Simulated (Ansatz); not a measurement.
# H2CClF (P2_1): the gap up the ladder of methods, part 2 of 2

Wanted: a ladder of band gaps for H2CClF (P2_1), from density functionals to G0W0.

Ansatz 0.2.0; density functionals, hybrids and G0W0, plane waves, PAW. Known limits of the many-body steps: finite bands, screening cutoff and k mesh; no spin-orbit coupling in G0W0; crude mesh.

So far. Step 10 (G0W0@HSE06, 4×4×2 mesh, 285 empty bands, screening to …): Over all 18 irreducible mesh points the G0W0 gap is 10.547 eV, from k = (-0.500, -0.500, 0.000) to k = (0.250, 0.000, -0.500). The HSE06 gap of this run on the mesh is 7.754 eV. Other states bound it: the two that bound the G0W0 gap lie 7.839 eV apart in HSE06, so state for state the correction is 10.547 − 7.839 = +2.708 eV, while gap against gap it is 10.547 − 7.754 = +2.793 eV.

In doubt: masses and optical values from hybrid runs of this build are listed as unsure (step 10), which bears on the screening that GW takes from such a start.

### Step 12. The ladder

Each gap is the least one over the points named; times are wall times on shared hosts, not benchmarks. A G0W0 time includes the run's own self-consistent start. Runs with listed points see these and the mesh alone, so an edge that moves elsewhere is missed. Rows marked * are further runs, not shown as steps, whose inputs differ from the G0W0 step on the same start in the columns given; solver thresholds can differ too.

| level | mesh | files, cutoff | bands summed, screening | points | gap (eV) | valence top | conduction bottom | least direct gap (eV) | time |
| --- | --- | --- | --- | --- | --- | --- | --- | --- | --- |
| LDA | 6×6×4 | soft_2 PAW, 420 eV | - | mesh and listed points | 5.756 | (-0.500, 0.450, 0.000) | (-0.500, 0.000, 0.000) | 5.814 | 4.5 s |
| PBEsol | 6×6×4 | soft_2 PAW, 420 eV | - | mesh and listed points | 5.909 | (-0.500, 0.450, 0.000) | (-0.500, 0.000, 0.000) | 5.967 | 6 s |
| PBE | 6×6×4 | soft_2 PAW, 420 eV | - | mesh and path | 5.993 | (-0.500, 0.450, 0.000) | (-0.500, 0.000, 0.000) | 6.043 | 7.5 s |
| r2SCAN | 6×6×4 | soft_2 PAW, 500 eV | - | mesh and listed points | 6.575 | (-0.500, 0.450, 0.000) | (-0.500, 0.000, 0.000) | 6.623 | 9.8 s |
| HSE06 | 4×4×2 | soft_2 PAW, 420 eV | - | mesh and listed points | 7.750 | (-0.500, 0.450, 0.000) | (-0.500, 0.000, 0.000) | 7.780 | 22 s |
| PBE0 | 4×4×2 | soft_2 PAW, 420 eV | - | mesh and listed points | 8.533 | (-0.500, 0.450, 0.000) | (-0.500, 0.000, 0.000) | 8.562 | 19 s |
| DDH-PBE0 | 4×4×2 | soft_2 PAW, 420 eV | - | mesh and listed points | 10.527 | (-0.500, 0.450, 0.000) | (-0.500, 0.000, 0.000) | 10.544 | 31 s |
| G0W0@PBE* | 4×4×2 | soft_2 PAW, 420 eV | 121, 48 eV | all 18 irreducible mesh points | 9.986 | (-0.500, -0.500, -0.500) | (0.250, 0.000, -0.500) | 10.032 | 14 s |
| G0W0@PBE* | 4×4×2 | soft_2 PAW, 420 eV | 305, 96 eV | all 18 irreducible mesh points | 9.981 | (-0.500, -0.500, 0.000) | (-0.500, 0.000, 0.000) | 10.024 | 27 s |
| G0W0@PBE | 4×4×2 | soft_2 PAW, 420 eV | 635, 160 eV | all 18 irreducible mesh points | 10.027 | (-0.500, -0.500, 0.000) | (-0.500, 0.000, 0.000) | 10.070 | 59 s |
| G0W0@PBE* | 2×2×2 | soft_2 PAW, 420 eV | 305, 96 eV | all 8 irreducible mesh points | 10.003 | (-0.500, -0.500, 0.000) | (-0.500, 0.000, 0.000) | 10.046 | 9.6 s |
| G0W0@HSE06 | 4×4×2 | soft_2 PAW, 420 eV | 305, 96 eV | all 18 irreducible mesh points | 10.547 | (-0.500, -0.500, 0.000) | (0.250, 0.000, -0.500) | 10.668 | 67 s |
| G0W0@r2SCAN | 4×4×2 | soft_2 PAW, 500 eV | 305, 96 eV | all 18 irreducible mesh points | 10.283 | (-0.500, -0.500, 0.000) | (0.250, 0.000, -0.500) | 10.351 | 33 s |

### Step 13. Results

```json
{
 "LDA, over mesh and listed points": "5.756 eV",
 "PBEsol, over mesh and listed points": "5.909 eV",
 "PBE, over mesh and path": "5.993 eV",
 "r2SCAN, over mesh and listed points": "6.575 eV",
 "HSE06, over mesh and listed points": "7.750 eV",
 "PBE0, over mesh and listed points": "8.533 eV",
 "DDH-PBE0, over mesh and listed points": "10.527 eV",
 "G0W0@PBE (635 bands, 4×4×2), over all 18 irreducible mesh points": "10.027 eV",
 "G0W0@HSE06, over all 18 irreducible mesh points": "10.547 eV",
 "G0W0@r2SCAN, over all 18 irreducible mesh points": "10.283 eV",
 "known limits": "finite bands, screening cutoff and k mesh; no spin-orbit coupling in G0W0; crude mesh"
}
```

**Reading.** The rows run from 5.756 eV (LDA) to 10.547 eV (G0W0@HSE06). They differ in mesh, plane-wave cutoff, bands and screening cutoff of G0W0 and the points over which the gap was sought as well as in level, so only pairs that share these are like for like. PBEsol against LDA: 5.909 − 5.756 = +0.153 eV, with the same mesh, files and cutoff, and both edges at the same k points. PBE against PBEsol: 5.993 − 5.909 = +0.084 eV, with the same mesh, files and cutoff, and both edges at the same k points. PBE0 against HSE06: 8.533 − 7.750 = +0.783 eV, with the same mesh, files and cutoff, and both edges at the same k points. DDH-PBE0 against PBE0: 10.527 − 8.533 = +1.994 eV, with the same mesh, files and cutoff, and both edges at the same k points. The dielectric-dependent hybrid took 0.446 of exact exchange, against 0.25 in PBE0. G0W0@PBE (635 bands, 4×4×2) moves the gap of its own start on the mesh by 10.027 − 5.996 = +4.031 eV, between the same two levels. Over mesh and path, PBE puts the valence top at k = (-0.500, 0.450, 0.000), where no G0W0 correction was computed. The G0W0 gap over the whole zone is therefore not known from this run; at its settings it can only be equal to or under the 10.027 eV found, and no correction is carried over from another point. For the start itself the gap is 5.993 eV over mesh and path and 5.996 eV on the mesh of the G0W0 run, in runs that differ in mesh (6×6×4 and 4×4×2). G0W0@HSE06 moves the gap of its own start on the mesh by 10.547 − 7.754 = +2.793 eV, with other states at the edges (they lie 7.839 eV apart at the start). Over mesh and listed points, HSE06 puts the valence top at k = (-0.500, 0.450, 0.000), where no G0W0 correction was computed. The G0W0 gap over the whole zone is therefore not known from this run; at its settings it can only be equal to or under the 10.547 eV found, and no correction is carried over from another point. For the start itself the gap is 7.750 eV over mesh and listed points and 7.754 eV on the mesh of the G0W0 run. G0W0@r2SCAN moves the gap of its own start on the mesh by 10.283 − 6.578 = +3.705 eV, with other states at the edges (they lie 6.725 eV apart at the start). Over mesh and listed points, r2SCAN puts the valence top at k = (-0.500, 0.450, 0.000), where no G0W0 correction was computed. The G0W0 gap over the whole zone is therefore not known from this run; at its settings it can only be equal to or under the 10.283 eV found, and no correction is carried over from another point. For the start itself the gap is 6.575 eV over mesh and listed points and 6.578 eV on the mesh of the G0W0 run, in runs that differ in mesh (6×6×4 and 4×4×2). For G0W0@PBE: from 121 bands and 48 eV to 635 bands and 160 eV the gap moves by 10.027 − 9.986 = +0.041 eV (rung by rung 9.986, 9.981, 10.027 eV); bands and screening cutoff rise together, so their parts are not told apart. The states that bound the gap change along the series, so no limit is drawn and it is not known. The other G0W0 rows are shown at one basis each (305 bands), so their distance from the limit is not known here. With the 2×2×2 mesh in place of the 4×4×2 mesh and all else as in the G0W0@PBE row with 305 bands, the gap differs by 10.003 − 9.981 = +0.022 eV, and that of the start by 5.994 − 5.996 = −0.002 eV. The G0W0 runs are scalar-relativistic. G0W0@PBE runs of this series with other atomic data on the same mesh, not shown as steps, give 9.980 eV (hard PAW, 1050 eV, 305 bands, screening to 96 eV; the table's row with the same empty bands and screening cutoff has 9.981 eV); where bands and cutoffs differ too, the part of the files is not isolated. The 2×2×2 mesh is crude for this cell: the images of its supercell lie only 8 Å apart.

[Paths, hosts, dates, memory and timing lines, banners, echoed tables and standing remarks are left out of the program output.]

[Logs are printed without paths, hosts, clocks, repeated set-up lines and the standing remarks that a program may print on its own settings, such as how far it seeks lower states.]

[Runs of the session that timed out or met a known fault of the program may be left out.]

[Cells called generated may have been cut or substituted from an entry of the Crystallography Open Database or the Materials Project.]

[Hosts, paths, dates, database ids (printed as entryN), source tags and the programs' standing remarks are cut or masked in the printed files.]

[Where an RPA ε∞ is given, it is that of the G0W0 mesh and is not shown converged in it. Names of k-points follow the symmetry that the program found, which can be lower than the space group named. Band edges on a path are those of the sampled points; other points can move an edge, and change direct to indirect where valleys lie close.]

[Hybrid gaps are those of their k-mesh and are not shown converged in it.]
